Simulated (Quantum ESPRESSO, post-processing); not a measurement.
# 1T-CaF2, 1 layer: solver and mixing choices, part 3 of 3

Which eigensolver and mixing suits 1T-CaF2, 1 layer? The physics should not care; the clock does.

Quantum ESPRESSO 7.5; plane-wave DFT, PBE, SPMS norm-conserving pseudopotentials.

So far. Step 6 (Self-consistent run: david, local-TF mixing, beta 0.7 …): Counted from each run's own zero (the valence top), the vacuum level differs from the first run's by -3 meV. Step 7 (Ground state: david, local-TF mixing, beta 0.2, history …): Counted from each run's own zero (the valence top), the vacuum level differs from the first run's by -4 meV.

## Step 8: Self-consistent run: david, local-TF mixing, beta 0.4, history 4

File c6.in:

```
&control
  prefix = 'c6'
  outdir = './out'
  pseudo_dir = './pseudo'
  calculation = 'scf'
  tprnfor = .true.
/
&system
  ibrav = 0
  nat = 3
  ntyp = 2
  ecutwfc = 60
  ecutrho = 240
  occupations = 'smearing'
  smearing = 'fd'
  degauss = 0.004
  assume_isolated = 'esm'
  esm_bc = 'bc1'
/
&electrons
  conv_thr = 1e-07
  mixing_beta = 0.4
  electron_maxstep = 80
  mixing_mode = 'local-TF'
  diagonalization = 'david'
  mixing_ndim = 4
/
ATOMIC_SPECIES
  F   18.9984  09_F_7_1.5_1.5_pbe_n_v1.0.upf
  Ca  40.0780  20_Ca_10_2.3_2.7_pbe_n_v1.0.upf
CELL_PARAMETERS angstrom
  3.58000000000000 0.00000000000000 0.00000000000000
  -1.79000000000000 3.10037094554829 0.00000000000000
  0.00000000000000 0.00000000000000 18.83794522950676
ATOMIC_POSITIONS crystal
  F   0.666666666667 0.333333333333 -0.048783060125
  Ca  0.000000000000 0.000000000000 0.000000000000
  F   0.333333333333 0.666666666667 0.048783060125
K_POINTS automatic
  12 12 1 0 0 0
```

On the command line:

```bash
OMP_NUM_THREADS=1 mpirun -n 4 pw.x -nk 4 -in c6.in > c6.out
```

The log of the run:

```text
[banner, memory and clock lines left out]
Program PWSCF v.7.5 starts
[...]
Message from routine setup:
[...]
number of electrons       =        24.00
     number of Kohn-Sham states=           16
     kinetic-energy cutoff     =      60.0000  Ry
     charge density cutoff     =     240.0000  Ry
[...]
number of k points=    19  Fermi-Dirac smearing, width (Ry)=  0.0040
[...]
Dense  grid:    88543 G-vectors     FFT dimensions: (  36,  36, 180)
[...]
negative rho (up, down):  4.139E-05 0.000E+00
     Starting wfcs are   13 randomized atomic wfcs +    3 random wfcs
[...]
estimated scf accuracy    <       0.44605826 Ry
[...]
estimated scf accuracy    <       0.21841413 Ry
[...]
estimated scf accuracy    <       0.08646140 Ry
[...]
estimated scf accuracy    <       0.02941596 Ry
[...]
estimated scf accuracy    <       0.23389862 Ry
[...]
estimated scf accuracy    <       0.50192114 Ry
[...]
negative rho (up, down):  2.332E-03 0.000E+00
[...]
estimated scf accuracy    <       0.07563118 Ry
[...]
negative rho (up, down):  3.601E-03 0.000E+00
[...]
estimated scf accuracy    <       0.00575809 Ry
[...]
negative rho (up, down):  7.355E-03 0.000E+00
[...]
estimated scf accuracy    <       0.06190838 Ry
[...]
negative rho (up, down):  1.501E-02 0.000E+00
[...]
estimated scf accuracy    <       0.07494223 Ry
[...]
negative rho (up, down):  1.122E-02 0.000E+00
[...]
estimated scf accuracy    <       0.00228182 Ry
[...]
negative rho (up, down):  4.492E-03 0.000E+00
[...]
estimated scf accuracy    <       0.00075714 Ry
[...]
negative rho (up, down):  2.662E-03 0.000E+00
[...]
estimated scf accuracy    <       0.00345494 Ry
[...]
negative rho (up, down):  1.262E-03 0.000E+00
[...]
estimated scf accuracy    <       0.00009974 Ry
[...]
negative rho (up, down):  1.059E-03 0.000E+00
[...]
estimated scf accuracy    <       0.00014457 Ry
[...]
negative rho (up, down):  9.532E-04 0.000E+00
[...]
estimated scf accuracy    <       0.00005742 Ry
[...]
negative rho (up, down):  6.033E-04 0.000E+00
[...]
estimated scf accuracy    <       0.00000215 Ry
[...]
negative rho (up, down):  1.499E-04 0.000E+00
[...]
estimated scf accuracy    <       0.00000029 Ry
[...]
negative rho (up, down):  9.446E-06 0.000E+00
[...]
estimated scf accuracy    <       0.00000194 Ry
[...]
the Fermi energy is    -3.2274 ev
!    total energy              =    -176.58280327 Ry
     estimated scf accuracy    <       0.00000001 Ry
     smearing contrib. (-TS)   =      -0.00000000 Ry
     internal energy E=F+TS    =    -176.58280327 Ry
[...]
one-electron contribution =     258.13402286 Ry
     hartree contribution      =    -126.75387264 Ry
     xc contribution           =     -37.18607343 Ry
     ewald contribution        =    -270.77688006 Ry
     convergence has been achieved in  20 iterations
[...]
Total force =     0.016774     Total SCF correction =     0.000223
[...]
```

Elapsed: 53 s, on 4 MPI ranks of Arm Neoverse V2, shared host; peak memory 0.48 GiB; 3.5 min of CPU time.

Numbers from this step:

* Fermi energy: -3.227 eV
* valence top, on the run's zero: -8.744 eV
* conduction bottom, on the run's zero: -1.626 eV
* gap by band count: 7.119 eV
* vacuum line at the lower end of the cell, over the valence top: 8.744 eV
* vacuum line at the upper end of the cell, over the valence top: 8.744 eV

The program's own clock; routines nest. Time by routine:

```tsv
routine	wall time (s)	calls
PWSCF	52.27	1
electrons	51.29	1
c_bands	36.99	20
cegterg	32.1	100
h_psi	26.53	1261
vloc_psi	22.92	1261
fftw	22.74	16012
mix_rho	9.35	20
ffts	5.29	2099
sum_band	3.09	20
add_vuspsi	1.81	1261
calbec	1.75	1281
h_psi:calbec	1.69	1261
v_of_rho	1.66	21
```

Counted from each run's own zero (the valence top), the vacuum level differs from the first run's by -3 meV.

## Step 9: Self-consistent run: cg, local-TF mixing, beta 0.4, history 8

c7.in, as its differences from the input of step 8:

```diff
@@ -1,3 +1,3 @@
 &control
-  prefix = 'c6'
+  prefix = 'c7'
   outdir = './out'
@@ -24,4 +24,4 @@
   mixing_mode = 'local-TF'
-  diagonalization = 'david'
-  mixing_ndim = 4
+  diagonalization = 'cg'
+  mixing_ndim = 8
 /
```

On the command line:

```bash
OMP_NUM_THREADS=1 mpirun -n 4 pw.x -nk 4 -in c7.in > c7.out
```

The log of the run:

```text
[banner, memory and clock lines left out]
Program PWSCF v.7.5 starts
[...]
Message from routine setup:
[...]
number of electrons       =        24.00
     number of Kohn-Sham states=           16
     kinetic-energy cutoff     =      60.0000  Ry
     charge density cutoff     =     240.0000  Ry
[...]
number of k points=    19  Fermi-Dirac smearing, width (Ry)=  0.0040
[...]
Dense  grid:    88543 G-vectors     FFT dimensions: (  36,  36, 180)
[...]
negative rho (up, down):  4.139E-05 0.000E+00
     Starting wfcs are   13 randomized atomic wfcs +    3 random wfcs
[...]
estimated scf accuracy    <       0.52019443 Ry
[...]
estimated scf accuracy    <       0.13832963 Ry
[...]
estimated scf accuracy    <       0.03779821 Ry
[...]
estimated scf accuracy    <       0.01779514 Ry
[...]
negative rho (up, down):  1.775E-03 0.000E+00
[...]
estimated scf accuracy    <       0.01294789 Ry
[...]
negative rho (up, down):  5.414E-03 0.000E+00
[...]
estimated scf accuracy    <       0.00474416 Ry
[...]
negative rho (up, down):  1.616E-02 0.000E+00
[...]
estimated scf accuracy    <       0.00486869 Ry
[...]
negative rho (up, down):  1.771E-02 0.000E+00
[...]
estimated scf accuracy    <       0.01204406 Ry
[...]
negative rho (up, down):  8.907E-03 0.000E+00
[...]
estimated scf accuracy    <       0.00246652 Ry
[...]
negative rho (up, down):  5.262E-03 0.000E+00
[...]
estimated scf accuracy    <       0.00014735 Ry
[...]
negative rho (up, down):  1.315E-03 0.000E+00
[...]
estimated scf accuracy    <       0.00023912 Ry
[...]
negative rho (up, down):  9.354E-05 0.000E+00
[...]
estimated scf accuracy    <       0.00002773 Ry
[...]
negative rho (up, down):  1.038E-04 0.000E+00
[...]
estimated scf accuracy    <       0.00000034 Ry
[...]
negative rho (up, down):  9.722E-06 0.000E+00
[...]
estimated scf accuracy    <       0.00000012 Ry
[...]
the Fermi energy is    -3.2281 ev
!    total energy              =    -176.58280329 Ry
     estimated scf accuracy    <       0.00000002 Ry
     smearing contrib. (-TS)   =      -0.00000000 Ry
     internal energy E=F+TS    =    -176.58280329 Ry
[...]
one-electron contribution =     258.13469169 Ry
     hartree contribution      =    -126.75463117 Ry
     xc contribution           =     -37.18598375 Ry
     ewald contribution        =    -270.77688006 Ry
     convergence has been achieved in  15 iterations
[...]
Total force =     0.016802     Total SCF correction =     0.000127
[...]
```

Run time: 38 s. Hardware: 4 MPI ranks; peak memory 0.48 GiB; 2.5 min of CPU time.

Read from the output:

- Fermi energy: -3.228 eV
- valence top, on the run's zero: -8.746 eV
- conduction bottom, on the run's zero: -1.628 eV
- gap by band count: 7.118 eV
- vacuum line at the lower end of the cell, over the valence top: 8.746 eV
- vacuum line at the upper end of the cell, over the valence top: 8.746 eV

The program's own clock; routines nest. Time by routine:

```tsv
routine	wall time (s)	calls
PWSCF	37.23	1
electrons	36.23	1
c_bands	25.5	15
h_psi	20.72	3809
ccgdiagg	19.85	75
hs_1psi	16.5	3734
vloc_psi	15.95	3809
fftw	15.89	11068
mix_rho	7.02	15
wfcrot	4.59	75
ffts	3.96	1561
calbec	3.73	7563
add_vuspsi	2.69	3809
sum_band	2.32	15
```

Counted from each run's own zero (the valence top), the vacuum level differs from the first run's by -2 meV.

## Step 10: SCF with pw.x: ppcg, local-TF mixing, beta 0.4, history 8

c8.in, as its differences from the input of step 9:

```diff
@@ -1,3 +1,3 @@
 &control
-  prefix = 'c7'
+  prefix = 'c8'
   outdir = './out'
@@ -24,3 +24,3 @@
   mixing_mode = 'local-TF'
-  diagonalization = 'cg'
+  diagonalization = 'ppcg'
   mixing_ndim = 8
```

On the command line:

```bash
OMP_NUM_THREADS=1 mpirun -n 4 pw.x -nk 4 -in c8.in > c8.out
```

The log of the run:

```text
[banner, memory and clock lines left out]
Program PWSCF v.7.5 starts

          URL

 %%%%%%%%%%%%%%%%%%%%%%%%%%%%%%%%%%%%%%%%%%%%%%%%%%%%%%%%%%%%%%%%%%%%%%%%%%%%%%
     Error in routine iosys (1):
     PPCG diagonalization not supported anymore (Dec. 2024)
 %%%%%%%%%%%%%%%%%%%%%%%%%%%%%%%%%%%%%%%%%%%%%%%%%%%%%%%%%%%%%%%%%%%%%%%%%%%%%%

     stopping ...
[the rest left out]
```

It took 0.51 s on 4 MPI ranks; peak memory 0.09 GiB.

The program refused the input before any cycle.

The fault put into the input: an eigensolver that this release has dropped (electrons.diagonalization = "ppcg").

The message: “iosys (1): PPCG diagonalization not supported anymore (Dec. 2024)”. This release no longer has that solver; david, paro or rmm-davidson serve.

## Step 11: SCF with pw.x: paro, local-TF mixing, beta 0.4, history 8

c9.in, as its differences from the input of step 10:

```diff
@@ -1,3 +1,3 @@
 &control
-  prefix = 'c8'
+  prefix = 'c9'
   outdir = './out'
@@ -24,3 +24,3 @@
   mixing_mode = 'local-TF'
-  diagonalization = 'ppcg'
+  diagonalization = 'paro'
   mixing_ndim = 8
```

On the command line:

```bash
OMP_NUM_THREADS=1 mpirun -n 4 pw.x -nk 4 -in c9.in > c9.out
```

The log of the run:

```text
[banner, memory and clock lines left out]
Program PWSCF v.7.5 starts
[...]
Message from routine setup:
[...]
number of electrons       =        24.00
     number of Kohn-Sham states=           16
     kinetic-energy cutoff     =      60.0000  Ry
     charge density cutoff     =     240.0000  Ry
[...]
number of k points=    19  Fermi-Dirac smearing, width (Ry)=  0.0040
[...]
Dense  grid:    88543 G-vectors     FFT dimensions: (  36,  36, 180)
[...]
negative rho (up, down):  4.139E-05 0.000E+00
     Starting wfcs are   13 randomized atomic wfcs +    3 random wfcs
[...]
estimated scf accuracy    <       0.40534931 Ry
[...]
estimated scf accuracy    <       0.16024506 Ry
[...]
estimated scf accuracy    <       0.03269714 Ry
[...]
estimated scf accuracy    <       0.02104664 Ry
[...]
negative rho (up, down):  1.604E-04 0.000E+00
[...]
estimated scf accuracy    <       0.00957825 Ry
[...]
negative rho (up, down):  1.625E-02 0.000E+00
[...]
estimated scf accuracy    <       0.00455265 Ry
[...]
negative rho (up, down):  1.238E-02 0.000E+00
[...]
estimated scf accuracy    <       0.00373357 Ry
[...]
negative rho (up, down):  1.529E-02 0.000E+00
[...]
estimated scf accuracy    <       0.00158747 Ry
[...]
negative rho (up, down):  8.003E-03 0.000E+00
[...]
estimated scf accuracy    <       0.00137709 Ry
[...]
negative rho (up, down):  4.803E-03 0.000E+00
[...]
estimated scf accuracy    <       0.00023934 Ry
[...]
negative rho (up, down):  3.861E-04 0.000E+00
[...]
estimated scf accuracy    <       0.00017764 Ry
[...]
negative rho (up, down):  1.327E-04 0.000E+00
[...]
estimated scf accuracy    <       0.00000129 Ry
[...]
negative rho (up, down):  3.460E-05 0.000E+00
[...]
estimated scf accuracy    <       0.00000290 Ry
[...]
negative rho (up, down):  2.530E-05 0.000E+00
[...]
estimated scf accuracy    <       0.00000107 Ry
[...]
negative rho (up, down):  7.847E-06 0.000E+00
[...]
estimated scf accuracy    <       0.00000068 Ry
[...]
the Fermi energy is    -3.2286 ev
!    total energy              =    -176.58280326 Ry
     estimated scf accuracy    <       0.00000008 Ry
     smearing contrib. (-TS)   =      -0.00000000 Ry
     internal energy E=F+TS    =    -176.58280326 Ry
[...]
one-electron contribution =     258.13348393 Ry
     hartree contribution      =    -126.75314215 Ry
     xc contribution           =     -37.18626498 Ry
     ewald contribution        =    -270.77688006 Ry
     convergence has been achieved in  16 iterations
[...]
Total force =     0.016781     Total SCF correction =     0.000206
[...]
```

It took 2 min on 4 MPI ranks; peak memory 0.49 GiB; 7.9 min of CPU time.

Read from the output:

```
Fermi energy                         : -3.229 eV
conduction bottom, on the run's zero : -1.627 eV
gap by band count                    : 7.119 eV
```

The program's own clock; routines nest. Time by routine:

```tsv
routine	wall time (s)	calls
PWSCF	118	1
electrons	117	1
c_bands	105.6	16
paro_k	86.86	80
h_psi	69.21	3802
vloc_psi	59.43	3802
fftw	55.04	39338
mix_rho	7.46	16
add_vuspsi	4.8	3802
calbec	4.74	3822
h_psi:calbec	4.7	3802
ffts	4.22	1693
sum_band	2.47	16
v_of_rho	1.29	17
```

Counted from each run's own zero (the valence top), the vacuum level differs from the first run's by -1 meV.

## Step 12: SCF with pw.x: rmm-davidson, local-TF mixing, beta 0.4, history 8

c10.in, as its differences from the input of step 11:

```diff
@@ -1,3 +1,3 @@
 &control
-  prefix = 'c9'
+  prefix = 'c10'
   outdir = './out'
@@ -24,3 +24,3 @@
   mixing_mode = 'local-TF'
-  diagonalization = 'paro'
+  diagonalization = 'rmm-davidson'
   mixing_ndim = 8
```

On the command line:

```bash
OMP_NUM_THREADS=1 mpirun -n 4 pw.x -nk 4 -in c10.in > c10.out
```

The log of the run:

```text
[banner, memory and clock lines left out]
Program PWSCF v.7.5 starts
[...]
Message from routine setup:
[...]
number of electrons       =        24.00
     number of Kohn-Sham states=           16
     kinetic-energy cutoff     =      60.0000  Ry
     charge density cutoff     =     240.0000  Ry
[...]
number of k points=    19  Fermi-Dirac smearing, width (Ry)=  0.0040
[...]
Dense  grid:    88543 G-vectors     FFT dimensions: (  36,  36, 180)
[...]
negative rho (up, down):  4.139E-05 0.000E+00
     Starting wfcs are   13 randomized atomic wfcs +    3 random wfcs
[...]
estimated scf accuracy    <       0.44605826 Ry
[...]
estimated scf accuracy    <       0.21841413 Ry
[...]
estimated scf accuracy    <       0.11209008 Ry
[...]
estimated scf accuracy    <       0.04755551 Ry
[...]
estimated scf accuracy    <       0.14439324 Ry
[...]
negative rho (up, down):  7.971E-05 0.000E+00
[...]
estimated scf accuracy    <       0.03108945 Ry
[...]
negative rho (up, down):  5.299E-03 0.000E+00
[...]
estimated scf accuracy    <       0.00499658 Ry
[...]
negative rho (up, down):  2.261E-02 0.000E+00
[...]
estimated scf accuracy    <       0.04421748 Ry
[...]
negative rho (up, down):  8.291E-03 0.000E+00
[...]
estimated scf accuracy    <       0.00151303 Ry
[...]
negative rho (up, down):  9.326E-03 0.000E+00
[...]
estimated scf accuracy    <       0.02661458 Ry
[...]
negative rho (up, down):  6.585E-03 0.000E+00
[...]
estimated scf accuracy    <       0.00854403 Ry
[...]
negative rho (up, down):  9.631E-04 0.000E+00
[...]
estimated scf accuracy    <       0.00004152 Ry
[...]
negative rho (up, down):  1.163E-03 0.000E+00
[...]
estimated scf accuracy    <       0.00057823 Ry
[...]
negative rho (up, down):  8.512E-06 0.000E+00
[...]
estimated scf accuracy    <       0.00023673 Ry
[...]
negative rho (up, down):  1.873E-05 0.000E+00
[...]
estimated scf accuracy    <       0.00003831 Ry
[...]
negative rho (up, down):  7.629E-06 0.000E+00
[...]
estimated scf accuracy    <       0.00000212 Ry
[...]
negative rho (up, down):  1.659E-05 0.000E+00
[...]
estimated scf accuracy    <       0.00000028 Ry
[...]
negative rho (up, down):  2.429E-06 0.000E+00
[...]
estimated scf accuracy    <       0.00000033 Ry
[...]
the Fermi energy is    -3.1897 ev
!    total energy              =    -176.58280329 Ry
     estimated scf accuracy    <       0.00000001 Ry
     smearing contrib. (-TS)   =      -0.00000000 Ry
     internal energy E=F+TS    =    -176.58280329 Ry
[...]
one-electron contribution =     258.13604340 Ry
     hartree contribution      =    -126.75636332 Ry
     xc contribution           =     -37.18560332 Ry
     ewald contribution        =    -270.77688006 Ry
     convergence has been achieved in  19 iterations
[...]
Total force =     0.016772     Total SCF correction =     0.000149
[...]
```

Wall time 42 s (4 MPI ranks); peak memory 0.51 GiB; 2.8 min of CPU time.

Numbers from this step:

* Fermi energy: -3.190 eV
* valence top, on the run's zero: -8.745 eV
* gap by band count: 7.118 eV
* vacuum line at the lower end of the cell, over the valence top: 8.745 eV
* vacuum line at the upper end of the cell, over the valence top: 8.745 eV

The program's own clock; routines nest. Time by routine:

```tsv
routine	wall time (s)	calls
PWSCF	40.97	1
electrons	39.99	1
c_bands	26.55	19
h_psi	20.62	689
fftw	18.29	13102
vloc_psi	18.03	689
crmmdiagg	10.49	70
mix_rho	8.85	19
ffts	5.03	2015
wfcrot	4.56	75
sum_band	2.88	19
v_of_rho	1.51	20
add_vuspsi	1.28	689
calbec	1.28	709
```

Counted from each run's own zero (the valence top), the vacuum level differs from the first run's by -2 meV.

## Step 13: The series side by side

All levels:

```tsv
level	vacuum level over the valence top (eV)	its change from the first (meV)	energy from the first (meV an atom)	SCF iterations	wall time (s)	peak memory (GiB)	CPU time (s)
david, local-TF mixing, beta 0.4, history 8	8.748	0	0	21	51.7	0.48	206.4
david, plain mixing, beta 0.4, history 8	8.745	-2.322	0	33	60.64	0.47	242.2
david, plain mixing, beta 0.7, history 8	8.744	-3.66	1.36e-4	12	33.15	0.47	132.2
david, TF mixing, beta 0.4, history 8	8.747	-0.56	-9.07e-5	30	60.89	0.47	243.2
david, local-TF mixing, beta 0.7, history 8	8.745	-2.93	-1.36e-4	19	46.71	0.48	186.5
david, local-TF mixing, beta 0.2, history 8	8.743	-4.27	-4.54e-5	37	77.68	0.52	310.4
david, local-TF mixing, beta 0.4, history 4	8.744	-3.432	-9.07e-5	20	52.82	0.48	210.9
cg, local-TF mixing, beta 0.4, history 8	8.746	-1.83	-1.81e-4	15	37.78	0.48	150.8
paro, local-TF mixing, beta 0.4, history 8	8.746	-1.47	-4.54e-5	16	118.5	0.49	473.8
rmm-davidson, local-TF mixing, beta 0.4, history 8	8.745	-2.322	-1.81e-4	19	41.52	0.51	165.7
```

## Step 14: Summary of results

| Property | Result |
| --- | --- |
| fastest | david, plain mixing, beta 0.7, history 8: 33 s, 12 iterations |
| slowest that converged | paro, local-TF mixing, beta 0.4, history 8: 2 min, 16 iterations |
| fewest iterations | david, plain mixing, beta 0.7, history 8: 12 |
| largest change of the vacuum level | 4 meV |

The fastest choice is david, plain mixing, beta 0.7, history 8: 33 s, 12 iterations. The converged runs took 12 to 37 iterations and agree within 4 meV in the vacuum level; counts also move with the parallel layout and the random start, so differences of a few iterations rank nothing. Refused or stopped by an error: ppcg, local-TF mixing, beta 0.4, history 8. The times come from a shared host and are rough. Peak memory is sampled during the run and can miss the peak. The geometry is as built, not relaxed.

[Logs are printed without paths, hosts, clocks, repeated set-up lines and the standing remarks that a program may print on its own settings, such as how far it seeks lower states.]

[Hosts, paths, dates, database ids (printed as entryN), source tags and the programs' standing remarks are cut or masked in the printed files.]

[Maps of the electrostatic potential energy from Ansatz leave out the sawtooth potential of an applied field or a dipole correction, so their vacuum need not be flat; planar profiles and work functions include it.]
